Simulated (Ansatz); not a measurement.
Consider ReBr2 (1T sheet).

The cell holds 3 atoms: 1 Re and 2 Br. Cell: a = 3.776 Å, b = 3.776 Å, c = 30.253 Å, α = 90.0°, β = 90.0°, γ = 120.0°. Vacuum lies along c.

```xyz
3
Lattice="0.0000 2.6702 2.6702 2.6702 -2.6702 0.0000 17.4666 17.4666 -17.4666" Properties=species:S:1:pos:R:3
Re    5.5502    5.5502   -5.5502
Br    8.0735    5.4033   -5.4033
Br    5.6972    5.6972   -3.0269
```

The structure was relaxed with PBEsol. The structure was generated from a model, not taken from a measurement. The runs that relaxed it are not among those shown. The program's search for lower electronic states was switched off, so nothing shows that the state found is the lowest. Spin-orbit coupling is left out unless a run names it. PAW set soft_2, made with PBE.

A constrained-RPA run (Ansatz 0.2.0; non-magnetic PBEsol; Re t2g + anion p, bands v9 to v1, 6×6×1 mesh, medium accuracy) builds 9 functions on bands 8.1 eV wide, with 17.0 electrons in the window. The bare on-site interaction is 12.1 eV and the bare J 0.48 eV.

**Question.** What U and J survive the screening?

On the Re t2g shell, U = 3.21 eV (27 % of the bare value), U′ = 2.52 eV, J = 0.32 eV.

The parent state is non-magnetic and the interaction static (zero frequency); U depends on the window and the orbitals, so it belongs to this model alone. Spin-orbit coupling, which is strong for atoms this heavy, is left out. A window that holds the anion p bands defines a model with explicit ligands; its U belongs to that model and is not the U of DFT+U.

[Paths, hosts, dates, memory and timing lines, banners, echoed tables and standing remarks are left out of the program output.]

[Logs are printed without paths, hosts, clocks, repeated set-up lines and the standing remarks that a program may print on its own settings, such as how far it seeks lower states.]

[Runs of the session that timed out or met a known fault of the program may be left out.]

[Hosts, paths, dates, database ids (printed as entryN), source tags and the programs' standing remarks are cut or masked in the printed files.]
